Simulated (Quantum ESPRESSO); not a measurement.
Two runs for the P K edge of atom 3 in PIr2 (Fm-3m). Run A: Quantum ESPRESSO XSpectra, PBEsol, excited-electron core hole (neutral cell), 12-atom cell with 5.5 Å between holes, 6×6×6 k points, dipole transitions, Lorentzian half width 0.4 eV, without spin-orbit coupling. Run B differs in one choice.

Energy from the energy zero of the input (xe0, at the border of filled and empty states); intensity scaled to a mean of 1 over the first 20 eV:

```
E (eV)     A     B
  -2.0  0.08  0.08
  -1.0  0.13  0.16
   0.0  0.41  0.56
   1.0  1.39  1.95
   2.0  2.05  1.92
   3.0  1.75  1.54
   4.0  1.13  0.98
   5.0  1.09  1.14
   6.0  1.47  1.70
   7.0  1.41  1.58
   8.0  1.47  1.02
   9.0  0.70  0.55
  10.0  0.64  0.92
  11.0  0.82  0.67
  12.0  0.62  0.71
  13.0  0.81  0.76
  14.0  0.73  0.74
  15.0  0.61  0.66
  16.0  0.79  0.95
  17.0  0.88  0.68
  18.0  0.54  0.51
  19.0  0.52  0.51
  20.0  0.61  0.64
  21.0  0.50  0.40
  22.0  0.33  0.39
  23.0  0.46  0.49
  24.0  0.52  0.52
  25.0  0.51  0.51
  26.0  0.58  0.70
  27.0  0.83  0.75
  28.0  0.68  0.76
  29.0  1.03  0.96
  30.0  1.04  1.08
  31.0  1.18  1.12
  32.0  0.89  0.83
```

The database entry behind the starting cell differs from later determinations by our own check (0.1 to 0.3 % short, probably kX units), so it need not match the best structure at ambient conditions.

What was changed?
a) the radius of the reconstruction
b) the broadening
c) the size of the supercell
d) the plane-wave cutoff

(c): run B changes the supercell atoms from 12 to 6, and the k mesh follows the cell. Against the first run the r.m.s. difference is 19 %. A shift of -0.4 eV leaves 8 %. The highest intensity below 16 eV goes from 1.6 eV (2.20) to 1.3 eV (2.07). Other settings could leave a like mark; this is the one that was changed.

[Banner, clock and machine lines of the logs are left out without a mark of their own.]

[Logs are printed without paths, hosts, clocks, repeated set-up lines and the standing remarks that a program may print on its own settings, such as how far it seeks lower states.]

[Hosts, paths, dates, database ids (printed as entryN), source tags and the programs' standing remarks are cut or masked in the printed files.]

[Lists of maxima count a maximum above −3 eV only where it reaches 4 % of the highest in the window and stands out from its surroundings by 2 % of it (1.5 % where it reaches 55 %); shoulders and weaker maxima are passed over, and of the rest the first, up to two pre-edge ones and the few strongest are named.]
